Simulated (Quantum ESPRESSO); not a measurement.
## Projected density of states of magnetic MnPt

Where do the states of the two spins of MnPt lie?

Method: LDA; plane waves with GBRV 1.5 LDA potentials, no spin-orbit coupling, in Quantum ESPRESSO 7.5.

### 1. The starting structure

The structure is tetragonal, space group P4/mmm (No. 123). The conventional cell has a = 2.830 Å, b = 2.830 Å, c = 3.660 Å, α = 90.00°, β = 90.00°, γ = 90.00°. Nearest to Mn lie 8 Pt at 2.71 Å and 4 Mn at 2.83 Å. Nearest to Pt lie 8 Mn at 2.71 Å and 4 Pt at 2.83 Å. Farther neighbours are not listed.

The cell comes from the Crystallography Open Database.

### 2. The magnetic state

This state came out lowest in a comparison of starts that is told elsewhere.

File pw.in:

```
&CONTROL
  calculation = 'scf'
  prefix = 'pwscf'
  outdir = './tmp'
  pseudo_dir = './pseudo'
  disk_io = 'low'
/
&SYSTEM
  ibrav = 0
  celldm(1) = 8
  nat = 4
  ntyp = 3
  ecutwfc = 40
  ecutrho = 280
  nbnd = 45
  occupations = 'smearing'
  smearing = 'fd'
  degauss = 0.00734986
  nspin = 2
  starting_magnetization(1) = 0.2333
  starting_magnetization(2) = -0.2333
  starting_magnetization(3) = 0
/
&ELECTRONS
  conv_thr = 8d-09
  electron_maxstep = 150
  mixing_beta = 0.3
/
ATOMIC_SPECIES
Mn1    54.9380 mn_lda_v1.5.uspp.F.UPF
Mn2    54.9380 mn_lda_v1.5.uspp.F.UPF
Pt    195.0840 pt_lda_v1.4.uspp.F.UPF
CELL_PARAMETERS alat
   1.3369812331727    0.0000000000000    0.0000000000000
   0.6684906165864    0.6684906165864    0.0000000000000
   0.0000000000000    0.0000000000000    0.8645497020163
ATOMIC_POSITIONS crystal
Mn1     0.0000000000    0.0000000000    0.0000000000
Mn2     0.5000000000    0.0000000000    0.0000000000
Pt      0.0000000000    0.5000000000    0.5000000000
Pt      0.5000000000    0.5000000000    0.5000000000
K_POINTS automatic
5 10 10 0 0 0
```

Command:

```bash
$ OMP_NUM_THREADS=1 mpirun -n 4 pw.x -nk 4 -in pw.in > pw.out
```

The log of the run:

```text
Program PWSCF v.7.5 starts

     Message from routine setup:
     using ibrav=0 with symmetry is DISCOURAGED, use correct ibrav instead

     K-points division:     npool     =       4
     Subspace diagonalization in iterative solution of the eigenvalue problem:

     bravais-lattice index     =            0
     lattice parameter (alat)  =       8.0000  a.u.
     unit-cell volume          =     395.6221 (a.u.)^3
     number of atoms/cell      =            4
     number of atomic types    =            3
     number of electrons       =        62.00
     number of Kohn-Sham states=           45
     kinetic-energy cutoff     =      40.0000  Ry
     charge density cutoff     =     280.0000  Ry
     scf convergence threshold =      8.0E-09
     mixing beta               =       0.3000
     number of iterations used =            8  plain     mixing
     Exchange-correlation=  SLA  PZ   NOGX NOGC
                           (   1   1   0   0   0   0   0)

     celldm(1)=   8.000000  celldm(2)=   0.000000  celldm(3)=   0.000000
     celldm(4)=   0.000000  celldm(5)=   0.000000  celldm(6)=   0.000000

     crystal axes: (cart. coord. in units of alat)
               a(1) = (   1.336981   0.000000   0.000000 )
               a(2) = (   0.668491   0.668491   0.000000 )
               a(3) = (   0.000000   0.000000   0.864550 )

     reciprocal axes: (cart. coord. in units 2 pi/alat)
               b(1) = (  0.747954 -0.747954  0.000000 )
               b(2) = (  0.000000  1.495907  0.000000 )
               b(3) = (  0.000000  0.000000  1.156671 )

     PseudoPot. # 1 for Mn read from file:
     mn_lda_v1.5.uspp.F.UPF
     Pseudo is Ultrasoft + core correction, Zval = 15.0

     PseudoPot. # 2 for Mn read from file:
     mn_lda_v1.5.uspp.F.UPF
     Pseudo is Ultrasoft + core correction, Zval = 15.0

     PseudoPot. # 3 for Pt read from file:
     pt_lda_v1.4.uspp.F.UPF
     Pseudo is Ultrasoft + core correction, Zval = 16.0

     atomic species   valence    mass     pseudopotential
     Mn1              15.00    54.93800     Mn( 1.00)
     Mn2              15.00    54.93800     Mn( 1.00)
     Pt               16.00   195.08400     Pt( 1.00)

     Starting magnetic structure
     atomic species   magnetization
     Mn1             0.233
     Mn2            -0.233
     Pt              0.000

     16 Sym. Ops., with inversion, found

   Cartesian axes

     site n.     atom                  positions (alat units)
         1        Mn1    tau(   1) = (   0.0000000   0.0000000   0.0000000  )
         2        Mn2    tau(   2) = (   0.6684906   0.0000000   0.0000000  )
         3        Pt     tau(   3) = (   0.3342453   0.3342453   0.4322749  )
         4        Pt     tau(   4) = (   1.0027359   0.3342453   0.4322749  )

     number of k points=    72  Fermi-Dirac smearing, width (Ry)=  0.0073
                       cart. coord. in units 2pi/alat
        k(    1) = (   0.0000000   0.0000000   0.0000000), wk =   0.0020000
        k(    2) = (   0.0000000   0.0000000   0.1156671), wk =   0.0040000
        k(    3) = (   0.0000000   0.0000000   0.2313343), wk =   0.0040000
        k(    4) = (   0.0000000   0.0000000   0.3470014), wk =   0.0040000
        k(    5) = (   0.0000000   0.0000000   0.4626686), wk =   0.0040000
        [... 67 further k-points ...]

     Dense  grid:    31333 G-vectors     FFT dimensions: (  60,  45,  40)

     Smooth grid:    13543 G-vectors     FFT dimensions: (  45,  32,  27)

     Check: negative core charge=   -0.000035
     Generating pointlists ...
     new r_m :   0.2642 (alat units)  2.1138 (a.u.) for type    1
     new r_m :   0.2642 (alat units)  2.1138 (a.u.) for type    2
     new r_m :   0.2642 (alat units)  2.1138 (a.u.) for type    3

     Initial potential from superposition of free atoms

     starting charge      59.9998, renormalised to      62.0000

     negative rho (up, down):  1.824E-01 1.824E-01
     Starting wfcs are   50 randomized atomic wfcs

     Self-consistent Calculation

     iteration #  1     ecut=    40.00 Ry     beta= 0.30
     Davidson diagonalization with overlap
     ethr =  1.00E-02,  avg # of iterations =  3.1

     negative rho (up, down):  1.730E-01 1.730E-01

     total energy              =    -843.42243394 Ry
     estimated scf accuracy    <       4.61763687 Ry

     total magnetization       =     0.00 Bohr mag/cell
     absolute magnetization    =     5.27 Bohr mag/cell

     iteration #  2     ecut=    40.00 Ry     beta= 0.30
     Davidson diagonalization with overlap
     ethr =  7.45E-03,  avg # of iterations =  2.0

     negative rho (up, down):  1.724E-01 1.724E-01

     total energy              =    -843.73070022 Ry
     estimated scf accuracy    <       1.21209281 Ry

     total magnetization       =    -0.00 Bohr mag/cell
     absolute magnetization    =     6.68 Bohr mag/cell

     [... further iterations left out ...]

     iteration # 12     ecut=    40.00 Ry     beta= 0.30
     Davidson diagonalization with overlap
     ethr =  2.66E-09,  avg # of iterations =  2.0

     negative rho (up, down):  1.683E-01 1.683E-01

     total energy              =    -844.06690573 Ry
     estimated scf accuracy    <       0.00000049 Ry

     total magnetization       =     0.00 Bohr mag/cell
     absolute magnetization    =     7.55 Bohr mag/cell

     iteration # 13     ecut=    40.00 Ry     beta= 0.30
     Davidson diagonalization with overlap
     ethr =  7.93E-10,  avg # of iterations =  1.8

     negative rho (up, down):  1.683E-01 1.683E-01

     Magnetic moment per site  (integrated on atomic sphere of radius R)
     atom   1 (R=0.264)  charge= 13.6165  magn=  3.5703
     atom   2 (R=0.264)  charge= 13.6165  magn= -3.5703
     atom   3 (R=0.264)  charge= 13.8811  magn= -0.0000
     atom   4 (R=0.264)  charge= 13.8811  magn=  0.0000

     End of self-consistent calculation

     Number of k-points >= 100: set verbosity='high' to print the bands.

     the Fermi energy is    18.9295 ev

!    total energy              =    -844.06690581 Ry
     estimated scf accuracy    <          2.5E-09 Ry
     smearing contrib. (-TS)   =      -0.00237895 Ry
     internal energy E=F+TS    =    -844.06452686 Ry

     The total energy is F=E-TS. E is the sum of the following terms:
     one-electron contribution =    -238.70489243 Ry
     hartree contribution      =     161.23544011 Ry
     xc contribution           =    -166.11613588 Ry
     ewald contribution        =    -600.47893865 Ry

     total magnetization       =     0.00 Bohr mag/cell
     absolute magnetization    =     7.55 Bohr mag/cell

     convergence has been achieved in  13 iterations

=------------------------------------------------------------------------------=
   JOB DONE.
=------------------------------------------------------------------------------=
```

Wall time 49 s (4 MPI ranks of Arm Neoverse V2, shared host); peak memory 0.54 GiB.

Spin moment in the atom's sphere by atom:

| atom | spin moment in the atom's sphere (μB) |
| --- | --- |
| Mn1 | 3.57 |
| Mn2 | -3.57 |
| Pt3 | 0.00 |
| Pt4 | 0.00 |

Numbers from this step:

```
smearing term TS       : 0.03237 eV
magnetization          : 0 μB
absolute magnetization : 7.547 μB
final state            : antiferromagnetic
```

### 3. Projected density of states

File projwfc.in:

```
&PROJWFC
  prefix = 'pwscf'
  outdir = './tmp'
  filpdos = 'pdos'
  ngauss = 0
  degauss = 0.01
  DeltaE = 0.05
  Emin = 9.93
  Emax = 23.93
/
```

Command:

```bash
$ OMP_NUM_THREADS=1 mpirun -n 4 projwfc.x -nk 4 -in projwfc.in > projwfc.out
```

The log of the run:

```text
[banner, memory and clock lines left out]
Program PROJWFC v.7.5 starts

     [... lines left out ...]
     IMPORTANT: XC functional enforced from input :
     Exchange-correlation= PZ
                           (   1   1   0   0   0   0   0)
     Any further DFT definition will be discarded
     Please, verify this is what you really want

     G-vector sticks info

     Check: negative core charge=   -0.000035

     negative rho (up, down):  1.683E-01 1.683E-01

     Gaussian broadening (read from input): ngauss,degauss=   0    0.010000

     Calling projwave ....

  Problem Sizes
  natomwfc =           50
  nbnd     =           45
  nkstot   =          144
  npwx     =         1714
  nkb      =           72

     Atomic states used for projection
     (read from pseudopotential files):

     state #   1: atom   1 (Mn1), wfc  1 (l=0 m= 1)
     state #   2: atom   1 (Mn1), wfc  2 (l=1 m= 1)
     state #   3: atom   1 (Mn1), wfc  2 (l=1 m= 2)
     state #   4: atom   1 (Mn1), wfc  2 (l=1 m= 3)
     state #   5: atom   1 (Mn1), wfc  3 (l=0 m= 1)
     state #   6: atom   1 (Mn1), wfc  4 (l=2 m= 1)
     state #   7: atom   1 (Mn1), wfc  4 (l=2 m= 2)
     state #   8: atom   1 (Mn1), wfc  4 (l=2 m= 3)
     state #   9: atom   1 (Mn1), wfc  4 (l=2 m= 4)
     state #  10: atom   1 (Mn1), wfc  4 (l=2 m= 5)
     state #  11: atom   1 (Mn1), wfc  5 (l=1 m= 1)
     state #  12: atom   1 (Mn1), wfc  5 (l=1 m= 2)
     state #  13: atom   1 (Mn1), wfc  5 (l=1 m= 3)
     state #  14: atom   2 (Mn2), wfc  1 (l=0 m= 1)
     state #  15: atom   2 (Mn2), wfc  2 (l=1 m= 1)
     state #  16: atom   2 (Mn2), wfc  2 (l=1 m= 2)
     state #  17: atom   2 (Mn2), wfc  2 (l=1 m= 3)
     state #  18: atom   2 (Mn2), wfc  3 (l=0 m= 1)
     state #  19: atom   2 (Mn2), wfc  4 (l=2 m= 1)
     state #  20: atom   2 (Mn2), wfc  4 (l=2 m= 2)
     state #  21: atom   2 (Mn2), wfc  4 (l=2 m= 3)
     state #  22: atom   2 (Mn2), wfc  4 (l=2 m= 4)
     state #  23: atom   2 (Mn2), wfc  4 (l=2 m= 5)
     state #  24: atom   2 (Mn2), wfc  5 (l=1 m= 1)
     state #  25: atom   2 (Mn2), wfc  5 (l=1 m= 2)
     state #  26: atom   2 (Mn2), wfc  5 (l=1 m= 3)
     state #  27: atom   3 (Pt ), wfc  1 (l=1 m= 1)
     state #  28: atom   3 (Pt ), wfc  1 (l=1 m= 2)
     state #  29: atom   3 (Pt ), wfc  1 (l=1 m= 3)
     state #  30: atom   3 (Pt ), wfc  2 (l=2 m= 1)
     state #  31: atom   3 (Pt ), wfc  2 (l=2 m= 2)
     state #  32: atom   3 (Pt ), wfc  2 (l=2 m= 3)
     state #  33: atom   3 (Pt ), wfc  2 (l=2 m= 4)
     state #  34: atom   3 (Pt ), wfc  2 (l=2 m= 5)
     state #  35: atom   3 (Pt ), wfc  3 (l=0 m= 1)
     state #  36: atom   3 (Pt ), wfc  4 (l=1 m= 1)
     state #  37: atom   3 (Pt ), wfc  4 (l=1 m= 2)
     state #  38: atom   3 (Pt ), wfc  4 (l=1 m= 3)
     state #  39: atom   4 (Pt ), wfc  1 (l=1 m= 1)
     state #  40: atom   4 (Pt ), wfc  1 (l=1 m= 2)
     state #  41: atom   4 (Pt ), wfc  1 (l=1 m= 3)
     state #  42: atom   4 (Pt ), wfc  2 (l=2 m= 1)
     state #  43: atom   4 (Pt ), wfc  2 (l=2 m= 2)
     state #  44: atom   4 (Pt ), wfc  2 (l=2 m= 3)
     state #  45: atom   4 (Pt ), wfc  2 (l=2 m= 4)
     state #  46: atom   4 (Pt ), wfc  2 (l=2 m= 5)
     state #  47: atom   4 (Pt ), wfc  3 (l=0 m= 1)
     state #  48: atom   4 (Pt ), wfc  4 (l=1 m= 1)
     state #  49: atom   4 (Pt ), wfc  4 (l=1 m= 2)
     state #  50: atom   4 (Pt ), wfc  4 (l=1 m= 3)

 [... projections of the bands left out ...]

Lowdin Charges:

     Atom #   1: total charge =  14.7733, s =  2.2829, p =  7.0623, d =  5.4281,
                 spin up      =   9.3041, s =  1.1576,
                 spin up      =   9.3041, p =  3.5762, pz=  1.1980, px=  1.1891, py=  1.1891,
                 spin up      =   9.3041, d =  4.5703, dz2=  0.9549, dxz=  0.8910, dyz=  0.8910, dx2-y2=  0.9212, dxy=  0.9122,
                 spin down    =   5.4692, s =  1.1253,
                 spin down    =   5.4692, p =  3.4860, pz=  1.1646, px=  1.1607, py=  1.1607,
                 spin down    =   5.4692, d =  0.8578, dz2=  0.1139, dxz=  0.2165, dyz=  0.2165, dx2-y2=  0.1581, dxy=  0.1528,
                 polarization =   3.8349, s =  0.0322, p =  0.0902, d =  3.7124,
     Atom #   2: total charge =  14.7733, s =  2.2829, p =  7.0623, d =  5.4281,
                 spin up      =   5.4692, s =  1.1253,
                 spin up      =   5.4692, p =  3.4860, pz=  1.1646, px=  1.1607, py=  1.1607,
                 spin up      =   5.4692, d =  0.8578, dz2=  0.1139, dxz=  0.2165, dyz=  0.2165, dx2-y2=  0.1581, dxy=  0.1528,
                 spin down    =   9.3041, s =  1.1576,
                 spin down    =   9.3041, p =  3.5762, pz=  1.1980, px=  1.1891, py=  1.1891,
                 spin down    =   9.3041, d =  4.5703, dz2=  0.9549, dxz=  0.8910, dyz=  0.8910, dx2-y2=  0.9212, dxy=  0.9122,
                 polarization =  -3.8349, s = -0.0322, p = -0.0902, d = -3.7124,
     Atom #   3: total charge =  16.2125, s =  0.4379, p =  7.0722, d =  8.7024,
                 spin up      =   8.1062, s =  0.2190,
                 spin up      =   8.1062, p =  3.5361, pz=  1.1674, px=  1.1843, py=  1.1843,
                 spin up      =   8.1062, d =  4.3512, dz2=  0.8782, dxz=  0.8718, dyz=  0.8718, dx2-y2=  0.8268, dxy=  0.9027,
                 spin down    =   8.1062, s =  0.2190,
                 spin down    =   8.1062, p =  3.5361, pz=  1.1674, px=  1.1843, py=  1.1843,
                 spin down    =   8.1062, d =  4.3512, dz2=  0.8782, dxz=  0.8718, dyz=  0.8718, dx2-y2=  0.8268, dxy=  0.9027,
                 polarization =  -0.0000, s = -0.0000, p = -0.0000, d = -0.0000,
     Atom #   4: total charge =  16.2125, s =  0.4379, p =  7.0722, d =  8.7024,
                 spin up      =   8.1062, s =  0.2190,
                 spin up      =   8.1062, p =  3.5361, pz=  1.1674, px=  1.1843, py=  1.1843,
                 spin up      =   8.1062, d =  4.3512, dz2=  0.8782, dxz=  0.8718, dyz=  0.8718, dx2-y2=  0.8268, dxy=  0.9027,
                 spin down    =   8.1062, s =  0.2190,
                 spin down    =   8.1062, p =  3.5361, pz=  1.1674, px=  1.1843, py=  1.1843,
                 spin down    =   8.1062, d =  4.3512, dz2=  0.8782, dxz=  0.8718, dyz=  0.8718, dx2-y2=  0.8268, dxy=  0.9027,
                 polarization =  -0.0000, s = -0.0000, p = -0.0000, d = -0.0000,
     Spilling Parameter:   0.0005
```

The job ended after 3 s (4 MPI ranks; peak memory 0.32 GiB; 13 s of CPU time).

The density of states has structure finer than the step of the table below, so its rows give means over 0.5 eV, whole bins alone (the curve runs from -9.00 to 5.05 eV). Peaks (eV: height): up -3.95: 3.62, -3.05: 4.05, -2.10: 4.96, 0.70: 5.14; down -3.95: 3.62, -3.05: 4.05, -2.10: 4.96, 0.70: 5.14; Mn1 d up = Mn2 d down -3.00: 1.03, -2.10: 2.58, 0.55: 0.362; Mn1 d down = Mn2 d up 0.70: 3.5; Pt3 d up -5.15: 1.14, -3.95: 1.18, -3.05: 1.2, -2.10: 0.924.

Gaussian broadening of 0.136 eV on the SCF mesh. Table of density of states by energy, zero at the Fermi level; means over each step; values in states/eV/cell:

| energy (eV) | up | down | Mn1 d up = Mn2 d down | Mn1 d down = Mn2 d up | Pt3 d up | Pt3 d down |
| --- | --- | --- | --- | --- | --- | --- |
| -8.5 | 0.184 | 0.184 | 7.1e-4 | 2.3e-4 | 0.00187 | 0.00187 |
| -8.0 | 0.203 | 0.203 | 0.00165 | 6.1e-4 | 0.00399 | 0.00399 |
| -7.5 | 0.392 | 0.392 | 0.00550 | 0.00201 | 0.0166 | 0.0166 |
| -7.0 | 0.393 | 0.393 | 0.0144 | 0.00491 | 0.0294 | 0.0294 |
| -6.5 | 0.887 | 0.887 | 0.0679 | 0.0230 | 0.160 | 0.160 |
| -6.0 | 1.71 | 1.71 | 0.165 | 0.0548 | 0.473 | 0.473 |
| -5.5 | 2.86 | 2.86 | 0.365 | 0.109 | 0.896 | 0.896 |
| -5.0 | 3.17 | 3.17 | 0.513 | 0.119 | 1.07 | 1.07 |
| -4.5 | 2.47 | 2.47 | 0.420 | 0.0875 | 0.830 | 0.830 |
| -4.0 | 3.00 | 3.00 | 0.610 | 0.0968 | 0.969 | 0.969 |
| -3.5 | 2.79 | 2.79 | 0.815 | 0.119 | 0.764 | 0.764 |
| -3.0 | 3.36 | 3.36 | 0.885 | 0.213 | 0.967 | 0.967 |
| -2.5 | 3.22 | 3.22 | 1.45 | 0.192 | 0.658 | 0.658 |
| -2.0 | 3.99 | 3.99 | 2.03 | 0.186 | 0.753 | 0.753 |
| -1.5 | 2.39 | 2.39 | 0.889 | 0.209 | 0.464 | 0.464 |
| -1.0 | 1.75 | 1.75 | 0.538 | 0.179 | 0.377 | 0.377 |
| -0.5 | 0.961 | 0.961 | 0.357 | 0.0568 | 0.233 | 0.233 |
| 0.0 | 0.340 | 0.340 | 0.0324 | 0.154 | 0.0383 | 0.0383 |
| 0.5 | 3.79 | 3.79 | 0.278 | 2.52 | 0.283 | 0.283 |
| 1.0 | 4.09 | 4.08 | 0.203 | 2.80 | 0.361 | 0.361 |
| 1.5 | 1.53 | 1.53 | 0.0701 | 0.993 | 0.109 | 0.109 |
| 2.0 | 0.766 | 0.766 | 0.0388 | 0.442 | 0.0461 | 0.0461 |
| 2.5 | 0.418 | 0.418 | 0.0147 | 0.183 | 0.0303 | 0.0303 |
| 3.0 | 0.873 | 0.873 | 0.0249 | 0.334 | 0.0640 | 0.0639 |
| 3.5 | 0.592 | 0.592 | 0.0196 | 0.166 | 0.0397 | 0.0397 |
| 4.0 | 0.484 | 0.484 | 0.0172 | 0.102 | 0.0307 | 0.0307 |
| 4.5 | 0.499 | 0.499 | 0.0163 | 0.0780 | 0.0262 | 0.0262 |

### 4. Results

```yaml
state: antiferromagnetic
largest_moment_in_a_sphere: 3.57 μB
```

What this shows: Distinct peaks of the density of states (up) stand at -5.20, -3.95, -3.05, -2.10 and 0.70 eV; the one at 0.701 eV is strongest. These are Kohn–Sham states without spin–orbit coupling, on the mesh of the self-consistent run. The moments are opposed on like sites, so the totals of the two spins are equal and the projections on single atoms show the splitting. Energies are free energies at an electronic temperature of 1160 K, which lowers moments and differences where the moments are itinerant.

[Logs and program files are shortened in this print: banners, set-up blocks, solver, clock and traceback lines can be left out without a mark of their own.]

[Logs are printed without paths, hosts, clocks, repeated set-up lines and the standing remarks that a program may print on its own settings, such as how far it seeks lower states.]

[Hosts, paths, dates, database ids (printed as entryN), source tags and the programs' standing remarks are cut or masked in the printed files.]

[Where a cell is said to come from a database of computed structures, the database is the Materials Project.]
